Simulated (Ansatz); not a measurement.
## G0W0 on several functionals: Diamond (Fd-3m, 2 atoms a cell)

How much of the starting functional survives in the G0W0 gap of Diamond (Fd-3m, 2 atoms a cell)?

Program: Ansatz 0.2.0. Level of theory: G0W0 on several functionals, plane waves, PAW. Results are calculated unless marked as measured.

In doubt: masses and optical values from hybrid runs of this build are listed as unsure (step 5), which bears on the screening that GW takes from such a start.

## Step 1: The structure

The structure is cubic, space group Fd-3m (No. 227). Conventional cell: a = 3.567 Å, b = 3.567 Å, c = 3.567 Å, α = 90.00°, β = 90.00°, γ = 90.00°. Nearest to C lie 4 C at 1.54 Å.

The cell and positions come from the Crystallography Open Database and are kept as given unless a step says otherwise.

## Step 2: G0W0 on LDA

Now the one-shot GW correction: screening in the RPA, then the self-energy of the levels asked for. This step takes PAW set soft_1 files.

This step: G0W0 on LDA, plane waves, PAW; PAW set soft_1.

input.yaml

```yaml
crystal:
  lattice:
    - [0.0, 1.78337, 1.78337]
    - [1.78337, 0.0, 1.78337]
    - [1.78337, 1.78337, 0.0]
  atoms:
    - { symbol: C, position: [0.0, 0.0, 0.0] }
    - { symbol: C, position: [0.25, 0.25, 0.25] }
kpoints:
  mp_grid: { grid: [8, 8, 8] }
hamiltonian:
  xc: lda
  pseudopotentials: { kind: paw, azcp: { folder: soft_1 }, xc_functional: pbe }
scf:
  occupations: { method: fixed }
gw:
  n_empty_bands: 25
  ecut_chi: 100
  qp_bands: [v2, c2]
  qp_kpoints: band_edges
  screening: { model: contour_deformation }
```

Command:

```bash
$ ansatz run input.yaml --threads 3 --pin off --max-ram 92160MiB --backend cuda --events-out ev --progress --plain --runs-dir out --devices 1 --max-vram 13GiB
```

Numbers of over 12 decimals in the logs are rounded to 6 here.

The log of the run:

```text
GPUs: using 1 of 1 available (devices: 1).
Engine: ansatz 0.2.0, x86_64-unknown-linux-gnu
Pseudopotentials: kind: paw
Pseudopotential: C, paw, valence charge 4, recommended cutoff 420 eV (normal), soft_1/C.paw.azcp
Functional definition: SPW92
  exchange = slater_x
  correlation = pw_c
device memory: the entry about to start is reckoned to put 0.3 GiB on a device that reports 59.7 GiB free (of which the cap on the GPU budget leaves the run 13.0 GiB)
GPU FFT provider: cuFFT
GPU libraries: cuBLAS 13.8.2, cuFFT 12.4.0, cuSOLVER 12.3.4
Crystal: 2 atoms, lattice volume = 11.344 Å³
Basis set: ecut = 420 eV, 229 PW (Γ)
Bands: 8, of which v1, the nominal top of the filled ones, is band 4 counted from 1 (3 counted from 0)
Symmetry: 48 space group operations
Space group: Fd-3m (ITA 227), of the structure as read, at distance tolerance 2.2e-5 Å
k-points: 29 of 512
Non-local potential: C, projectors of the file, l = 0: 2, l = 1: 2, l = 2: 1
PAW form: soft (Blöchl's): semilocal exchange-correlation on the pseudo side does not see the compensation charge
PAW frozen core: C, regenerated for the run's functional, and the local potential with it (the file was generated under x = pbe(κ = 0.804, μ = 0.219515), c = pbe(β = 0.066725))
PAW one-centre angular grid: C, 110 points (default); XC on 64 Gauss nodes
Initial density: superposition of atomic densities (chi_scale 0.1, normalization cell)
Initial wavefunctions: pseudopotential atomic-orbital guess
GPU buffer pool allocated for 5832 grid points (all kernels)
GPU transforms: local potential and band sums: pruned to the plane-wave sphere, on 18×18×18
Functional: x = slater, c = lda
SCF iter   1: F=—  HF=-486.648620 eV  |F-HF|=—  |Δ(HF+E_count)|=         —  Δρ=1.40e-1  dr2=1.57e0  ethr=3.10e-3  ⟨swp⟩=4.0  Hψ=1375  notcnv=0  defer=45
preconditioner: auto → none  [insulator: Δε(μ)=4.936 eV  Ē_g=19.537 eV  n_scr=0 (ndim 8)  ℏωp=31.2 eV  f_vac=0.000  ε∞_Penn≈3.5]
SCF iter   2: F=—  HF=-486.047322 eV  |F-HF|=—  |Δ(HF+E_count)|=   6.01e-1  Δρ=5.33e-2  dr2=2.00e-1  ethr=3.10e-3  ⟨swp⟩=2.6  Hψ=632  notcnv=0  defer=43
SCF iter   3: F=—  HF=-485.975513 eV  |F-HF|=—  |Δ(HF+E_count)|=   7.18e-2  Δρ=5.64e-3  dr2=1.08e-3  ethr=2.49e-3  ⟨swp⟩=2.7  Hψ=409  notcnv=0  defer=52
SCF iter   4: F=—  HF=-485.975568 eV  |F-HF|=—  |Δ(HF+E_count)|=   5.48e-5  Δρ=1.24e-4  dr2=5.03e-7  ethr=1.35e-5  ⟨swp⟩=2.2  Hψ=316  notcnv=0  defer=56
SCF iter   5: F=—  HF=-485.975572 eV  |F-HF|=—  |Δ(HF+E_count)|=   4.60e-6  Δρ=6.10e-5  dr2=1.05e-7  ethr=1.25e-9  ⟨swp⟩=4.9  Hψ=1097  notcnv=0
SCF iter   6: F=-485.975572 eV  HF=-485.975572 eV  |F-HF|=1.05e-8  |Δ(HF+E_count)|=   2.03e-8  Δρ=2.43e-5  dr2=2.02e-8  ethr=1.25e-9  ⟨swp⟩=3.0  Hψ=890  notcnv=0
SCF 1 converged in 6 iterations: F = -485.975572 eV  dr2 = 2.02e-8
  greatest PAW one-centre occupation: 0.638 electrons in one spin orbital (limit 2), on the C atom at site 1 (counted from 0), in its partial waves of l = 0
device memory: the entry about to start is reckoned to put 0.4 GiB on a device that reports 59.3 GiB free (of which the cap on the GPU budget leaves the run 13.0 GiB)
NSCF: frozen V_eff on 29 k-points, pencils in batches of 32, up to order 32
the band table was solved once the SCF had ended and its energy, with any forces and stress, was formed, with the checks that follow a solve (1719 applications of the Hamiltonian). They found nothing against the state; the energy, forces and stress were not computed again (output.eigenvalues in the input reference)
device memory: the entry about to start is reckoned to put 0.5 GiB on a device that reports 58.5 GiB free (of which the cap on the GPU budget leaves the run 13.0 GiB)
NSCF: frozen V_eff on 29 k-points, pencils in batches of 32, up to order 136
G₀W₀ screening: q 1/29
[... further progress lines ...]
SCF converged after 6 iterations
Free energy (F): -485.975572 eV
Harris-Foulkes:  -485.975572 eV  (|F-HF|=1.05e-8)
Internal energy: -485.975572 eV  (E = F + TS)
E sigma→0 (E₀):  -485.975572 eV
Fermi energy:    13.093790 eV
--- Per-component energies (eV) ---
  E_band       = 33.464285
  E_kinetic    = 179.571848
  E_local      = -112.100900  (includes V_loc(G=0)·N_el)
  E_nonlocal   = 47.753648
  E_hartree    = 26.240984
  E_xc         = -94.671025
  E_vxc        = -117.229174  (∫ρ·V_xc dr)
  E_paw        = -184.934466  (= ΣΔE_a)
  E_vpaw       = -17.013773  (= ΣTr[D̂ρ^β])
  E_aug_tail   = 0.000037  (compensation charges beyond the density's cutoff)
  E_ewald      = -347.961363
  E_core_change = 0.125665  (= ΣΔE_core)
  E_smearing   = -0.000000  (= −TS)
  E_closure    = -0.000000  (closes the sum)
  Σ components = -485.975572   (vs F -485.975572, Δ=0.00e0)
--- Band table (eV; the first three rows and the last of 29) ---
  k-point 0: bands = ["-8.2428", "13.0938", "13.0938", "13.0938", "18.6329", "18.6329", "18.6329", "26.5700"]
  k-point 1: bands = ["-7.8108", "10.7026", "12.4418", "12.4418", "19.4851", "19.4851", "19.9290", "26.8681"]
  k-point 2: bands = ["-6.5271", "6.5546", "11.3486", "11.3486", "20.8147", "20.8147", "21.2697", "27.6252"]
  k-point 28: bands = ["1.3050", "1.3050", "4.7283", "4.7283", "23.5365", "23.5365", "25.3956", "25.3956"]
--- G₀W₀: contour deformation, 6 samples at zero and on the imaginary axis and 2 off it, 512 q-points, 25 empty bands' worth ---
  eigenvalues of the whole cell's RPA ε∞ on this k-mesh (on a slab, of 1 + 4πα/V) = 5.7990, 5.7990, 5.7990; static W/v taken at q = 0 is 0.172442
  bands read: the sum over 29 bands ends inside a degenerate multiplet in 4 slots, whose members it reads at an even weight; the widest, k=2: bands 29 to 30 (counted from 1) at 1/2 each
  gw.qp_kpoints: band_edges: 12 of 29 stored k-points solved, in 1 pass; an edge of the gap read off the rows below is read off those points alone
    valence top: of the k-points left out ik 11 came nearest to being solved in a further pass, in band 4 (counted from 1, as in the quasiparticle table): it holds the edge there only if its correction is more favourable than any solved in that band by at least 0.756 eV; those differ by 0.636 eV
    conduction bottom: of the k-points left out ik 18 came nearest to being solved in a further pass, in band 5 (counted from 1, as in the quasiparticle table): it holds the edge there only if its correction is more favourable than any solved in that band by at least 0.771 eV; those differ by 0.687 eV
    ik  band        ε_KS         Σx   Σc(E_QP)       V_xc       Z   E_QP_lin       E_QP  E_QP is
     0     3     13.0938   -20.0769     2.0749   -18.0019  0.8298    13.0936    13.0936  root
     0     4     13.0938   -20.0769     2.0749   -18.0019  0.8298    13.0936    13.0936  root
     0     5     18.6329   -10.2956    -4.7848   -16.7006  0.8305    20.2648    20.2530  root
     0     6     18.6329   -10.2956    -4.7848   -16.7006  0.8305    20.2648    20.2530  root
     1     3     12.4418   -20.0714     2.2218   -17.8020  0.8280    12.3942    12.3942  root
     1     4     12.4418   -20.0714     2.2218   -17.8020  0.8280    12.3942    12.3942  root
     1     5     19.4851   -10.2219    -5.0189   -16.9184  0.8273    21.1767    21.1627  root
     1     6     19.4851   -10.2219    -5.0189   -16.9184  0.8273    21.1767    21.1627  root
     2     3     11.3486   -20.3541     2.5929   -17.6094  0.8242    11.1966    11.1968  root
     2     4     11.3486   -20.3541     2.5929   -17.6094  0.8242    11.1966    11.1968  root
     2     5     20.8147    -9.7226    -5.4710   -16.9515  0.8227    22.5908    22.5726  root
     2     6     20.8147    -9.7226    -5.4710   -16.9515  0.8227    22.5908    22.5726  root
     3     3     10.5673   -20.6569     2.8904   -17.5343  0.8210    10.3350    10.3353  root
     3     4     10.5673   -20.6569     2.8904   -17.5343  0.8210    10.3350    10.3353  root
     3     5     21.4065    -9.1712    -5.6351   -16.5499  0.8232    23.1685    23.1500  root
     3     6     21.4065    -9.1712    -5.6351   -16.5499  0.8232    23.1685    23.1500  root
     4     3     10.2952   -20.7736     2.9960   -17.5176  0.8199    10.0349    10.0353  root
     4     4     10.2952   -20.7736     2.9960   -17.5176  0.8199    10.0349    10.0353  root
     4     5     21.4807    -8.9599    -5.6352   -16.3127  0.8246    23.2162    23.1984  root
     4     6     21.4807    -8.9599    -5.6352   -16.3127  0.8246    23.2162    23.1984  root
     5     3     11.3683   -20.0272     2.4548   -17.4394  0.8250    11.2352    11.2353  root
     5     4     11.8112   -20.7846     2.5712   -18.0194  0.8245    11.6171    11.6173  root
     5     5     18.2318   -10.2242    -4.7121   -16.4345  0.8328    19.7398    19.7300  root
     5     6     20.8304   -10.2094    -5.3458   -17.3235  0.8219    22.6167    22.5987  root
[...]
27     3      5.7637   -20.9997     4.1536   -16.2460  0.7972     5.1606     5.1636  root
    27     4      5.7637   -20.9997     4.1536   -16.2460  0.7972     5.1606     5.1636  root
    27     5     19.9019    -8.8503    -5.1842   -15.3069  0.8350    21.1827    21.1742  root
    27     6     19.9019    -8.8503    -5.1842   -15.3069  0.8350    21.1827    21.1742  root
    28     3      4.7283   -20.7083     4.3747   -15.6973  0.7894     4.0880     4.0920  root
    28     4      4.7283   -20.7083     4.3747   -15.6973  0.7894     4.0880     4.0920  root
    28     5     23.5365    -7.7573    -5.9843   -15.3154  0.8203    25.1289    25.1103  root
    28     6     23.5365    -7.7573    -5.9843   -15.3154  0.8203    25.1289    25.1103  root
```

It took 11 s on 1 × NVIDIA H100 80GB HBM3 (shared by 6 runs) with 3 threads of AMD EPYC 7R13 (Zen 3), shared host; peak memory 0.92 GiB.

Numbers from this step:

- bands summed: 29
- RPA ε∞ on this mesh (eigenvalues): 5.799, 5.799, 5.799
- plane waves in the screening matrix: 27
- q-points in the mesh: 512
- G0W0 gap on the mesh: 5.232 eV
- k of the valence top: 0, 0, 0
- k of the conduction bottom: 0, 0.375, 0.375
- starting gap on the mesh: 4.107 eV
- Z at the valence top: 0.8298
- Z at the conduction bottom: 0.8409
- least direct G0W0 gap on the computed points: 7.159 eV

The gap on the mesh goes from 4.11 eV to 5.23 eV, a correction of +1.13 eV. Between the two edge states, bare exchange in place of the xc potential would open the gap by 7.80 eV, and correlation takes back 6.67 eV.

## Step 3: G0W0 on PBE

The same correction from a different start measures what one shot leaves open.

This step: G0W0 on PBE, plane waves, PAW; PAW set soft_1.

input.yaml: that of step 2 with these lines changed.

```diff
@@ -11,4 +11,4 @@
 hamiltonian:
-  xc: lda
-  pseudopotentials: { kind: paw, azcp: { folder: soft_1 }, xc_functional: pbe }
+  xc: pbe
+  pseudopotentials: { kind: paw, azcp: { folder: soft_1 } }
 scf:
```

The log of the run:

```text
GPUs: using 1 of 1 available (devices: 1).
[...]
GPU FFT provider: cuFFT
GPU libraries: cuBLAS 13.8.2, cuFFT 12.4.0, cuSOLVER 12.3.4
Crystal: 2 atoms, lattice volume = 11.344 Å³
Basis set: ecut = 420 eV, 229 PW (Γ)
Bands: 8, of which v1, the nominal top of the filled ones, is band 4 counted from 1 (3 counted from 0)
Symmetry: 48 space group operations
[...]
k-points: 29 of 512
[...]
GPU buffer pool allocated for 5832 grid points (all kernels)
[...]
SCF iter   1: F=—  HF=-502.167542 eV  |F-HF|=—  |Δ(HF+E_count)|=         —  Δρ=1.39e-1  dr2=1.54e0  ethr=3.10e-3  ⟨swp⟩=4.0  Hψ=1373  notcnv=0  defer=47
[...]
SCF iter   5: F=-501.613649 eV  HF=-501.613649 eV  |F-HF|=6.66e-8  |Δ(HF+E_count)|=   2.09e-6  Δρ=3.58e-5  dr2=3.50e-8  ethr=1.25e-9  ⟨swp⟩=5.0  Hψ=1115  notcnv=0
SCF 1 converged in 5 iterations: F = -501.613649 eV  dr2 = 3.50e-8
[...]
NSCF: frozen V_eff on 29 k-points, pencils in batches of 32, up to order 32
[...]
G₀W₀ screening: q 1/29
[... further progress lines ...]
SCF converged after 5 iterations
Free energy (F): -501.613649 eV
[...]
Internal energy: -501.613649 eV  (E = F + TS)
E sigma→0 (E₀):  -501.613649 eV
Fermi energy:    13.347481 eV
[...]
--- Band table (eV; the first three rows and the last of 29) ---
[...]
0     3     13.3475   -20.0923     2.1255   -17.7677  0.8307    13.1482    13.1484  root
     0     4     13.3475   -20.0923     2.1255   -17.7677  0.8307    13.1482    13.1484  root
     0     5     18.9397   -10.2647    -4.7292   -16.3866  0.8312    20.3409    20.3324  root
     0     6     18.9397   -10.2647    -4.7292   -16.3866  0.8312    20.3409    20.3324  root
     1     3     12.6943   -20.0846     2.2703   -17.5688  0.8289    12.4485    12.4488  root
     1     4     12.6943   -20.0846     2.2703   -17.5688  0.8289    12.4485    12.4488  root
     1     5     19.7965   -10.1919    -4.9589   -16.5994  0.8281    21.2553    21.2451  root
     1     6     19.7965   -10.1919    -4.9589   -16.5994  0.8281    21.2553    21.2451  root
[...]
28     3      5.0186   -20.7255     4.4186   -15.4497  0.7906     4.1544     4.1615  root
    28     4      5.0186   -20.7255     4.4186   -15.4497  0.7906     4.1544     4.1615  root
    28     5     23.9675    -7.7279    -5.9121   -14.8953  0.8205    25.2344    25.2229  root
    28     6     23.9675    -7.7279    -5.9121   -14.8953  0.8205    25.2344    25.2229  root
```

Run time: 13 s. Hardware: 1 × NVIDIA H100 80GB HBM3 (shared by 6 runs) with 3 threads; peak memory 0.96 GiB; 11 s of CPU time.

This step gave:

- bands summed: 29
- RPA ε∞ on this mesh (eigenvalues): 5.770, 5.770, 5.770
- plane waves in the screening matrix: 27
- q-points in the mesh: 512
- G0W0 gap on the mesh: 5.262 eV
- k of the valence top: 0, 0, 0
- k of the conduction bottom: 0, 0.375, 0.375
- starting gap on the mesh: 4.141 eV
- Z at the valence top: 0.8307
- Z at the conduction bottom: 0.8416
- least direct G0W0 gap on the computed points: 7.184 eV

Against the run with 8×8×8 mesh, 25 empty bands, screening to 100 eV, PAW set soft_1 files on LDA, the gap moves by +0.03 eV, while the start moved by +0.03 eV.

## Step 4: G0W0 on r2SCAN

This step: G0W0 on r2SCAN, plane waves, PAW; PAW set soft_1.

input.yaml: that of step 3 with these lines changed.

```diff
@@ -11,3 +11,3 @@
 hamiltonian:
-  xc: pbe
+  xc: r2scan
   pseudopotentials: { kind: paw, azcp: { folder: soft_1 } }
```

The log of the run:

```text
GPUs: using 1 of 1 available (devices: 1).
[...]
GPU FFT provider: cuFFT
GPU libraries: cuBLAS 13.8.2, cuFFT 12.4.0, cuSOLVER 12.3.4
Crystal: 2 atoms, lattice volume = 11.344 Å³
Basis set: ecut = 500 eV, 283 PW (Γ), exchange–correlation on 80×80×80 points (64 copies of the dense FFT grid, shifted against one another)
Bands: 8, of which v1, the nominal top of the filled ones, is band 4 counted from 1 (3 counted from 0)
[...]
1     6     20.1099   -10.1386    -4.8113   -16.1951  0.8358    21.3619    21.3551  root
[...]
28     3      4.6193   -20.7342     4.2926   -15.8505  0.7992     4.0253     4.0283  root
    28     4      4.6193   -20.7342     4.2926   -15.8505  0.7992     4.0253     4.0283  root
    28     5     24.5868    -7.6548    -5.7131   -14.1818  0.8275    25.4051    25.4007  root
    28     6     24.5868    -7.6548    -5.7131   -14.1818  0.8275    25.4051    25.4007  root
[key lines of the parts left out:]
SCF converged after 5 iterations
Free energy (F): -503.105634 eV
Fermi energy:    13.319499 eV
```

The job ended after 12 s (1 × NVIDIA H100 80GB HBM3 (shared by 6 runs) with 3 threads; peak memory 1 GiB; 11 s of CPU time).

Numbers from this step:

| Item | Value |
| --- | --- |
| bands summed | 29 |
| RPA ε∞ on this mesh (eigenvalues) | 5.547, 5.547, 5.547 |
| plane waves in the screening matrix | 27 |
| G0W0 gap on the mesh | 5.404 eV |
| k of the valence top | 0, 0, 0 |
| k of the conduction bottom | 0, 0.375, 0.375 |
| starting gap on the mesh | 4.353 eV |
| least direct G0W0 gap on the computed points | 7.328 eV |

Against the run with 8×8×8 mesh, 25 empty bands, screening to 100 eV, PAW set soft_1 files on PBE, the gap moves by +0.14 eV, while the start moved by +0.21 eV.

## Step 5: G0W0 on HSE06

This step: G0W0 on HSE06, plane waves, PAW; PAW set soft_1.

input.yaml: that of step 4 with these lines changed.

```diff
@@ -11,3 +11,3 @@
 hamiltonian:
-  xc: r2scan
+  xc: hse06
   pseudopotentials: { kind: paw, azcp: { folder: soft_1 } }
```

The log of the run:

```text
GPUs: using 1 of 1 available (devices: 1).
[...]
davidson cushion auto → on  (no smearing: the cushion is to keep the highest requested band from converging to the state above it; pin scf.eigensolver.cushion to override)
[...]
GPU FFT provider: cuFFT
GPU libraries: cuBLAS 13.8.2, cuFFT 12.4.0, cuSOLVER 12.3.4
Crystal: 2 atoms, lattice volume = 11.344 Å³
Basis set: ecut = 420 eV, 229 PW (Γ)
[...]
1     5     20.6217   -10.0239    -4.7008   -15.6004  0.8463    21.5003    21.4974  root
     1     6     20.6217   -10.0239    -4.7008   -15.6004  0.8463    21.5003    21.4974  root
[...]
28     3      3.6890   -20.7362     4.0268   -16.7465  0.8133     3.7261     3.7261  root
    28     4      3.6890   -20.7362     4.0268   -16.7465  0.8133     3.7261     3.7261  root
    28     5     24.8835    -7.5577    -5.5097   -13.6837  0.8410    25.5019    25.4998  root
    28     6     24.8835    -7.5577    -5.5097   -13.6837  0.8410    25.5019    25.4998  root
[key lines of the parts left out:]
Free energy (F): -501.762071 eV
Fermi energy:    12.726965 eV
```

It took 16 s on 1 × NVIDIA H100 80GB HBM3 (shared by 6 runs) with 3 threads; peak memory 1.1 GiB; 18 s of CPU time.

This step gave:

```
bands summed                                 : 29
RPA ε∞ on this mesh (eigenvalues)            : 4.992, 4.992, 4.992
plane waves in the screening matrix          : 27
G0W0 gap on the mesh                         : 5.666 eV
k of the valence top                         : 0, 0, 0
k of the conduction bottom                   : 0, 0.375, 0.375
starting gap on the mesh                     : 5.289 eV
least direct G0W0 gap on the computed points : 7.654 eV
```

Against the run with 8×8×8 mesh, 25 empty bands, screening to 100 eV, PAW set soft_1 files on r2SCAN, the gap moves by +0.26 eV, while the start moved by +0.94 eV.

[end of part 1 of 2]

[Paths, hosts, dates, memory and timing lines, banners, echoed tables and standing remarks are left out of the program output.]

[Logs are printed without paths, hosts, clocks, repeated set-up lines and the standing remarks that a program may print on its own settings, such as how far it seeks lower states.]

[Runs of the session that timed out or met a known fault of the program may be left out.]

[Cells called generated may have been cut or substituted from an entry of the Crystallography Open Database or the Materials Project.]

[Hosts, paths, dates, database ids (printed as entryN), source tags and the programs' standing remarks are cut or masked in the printed files.]
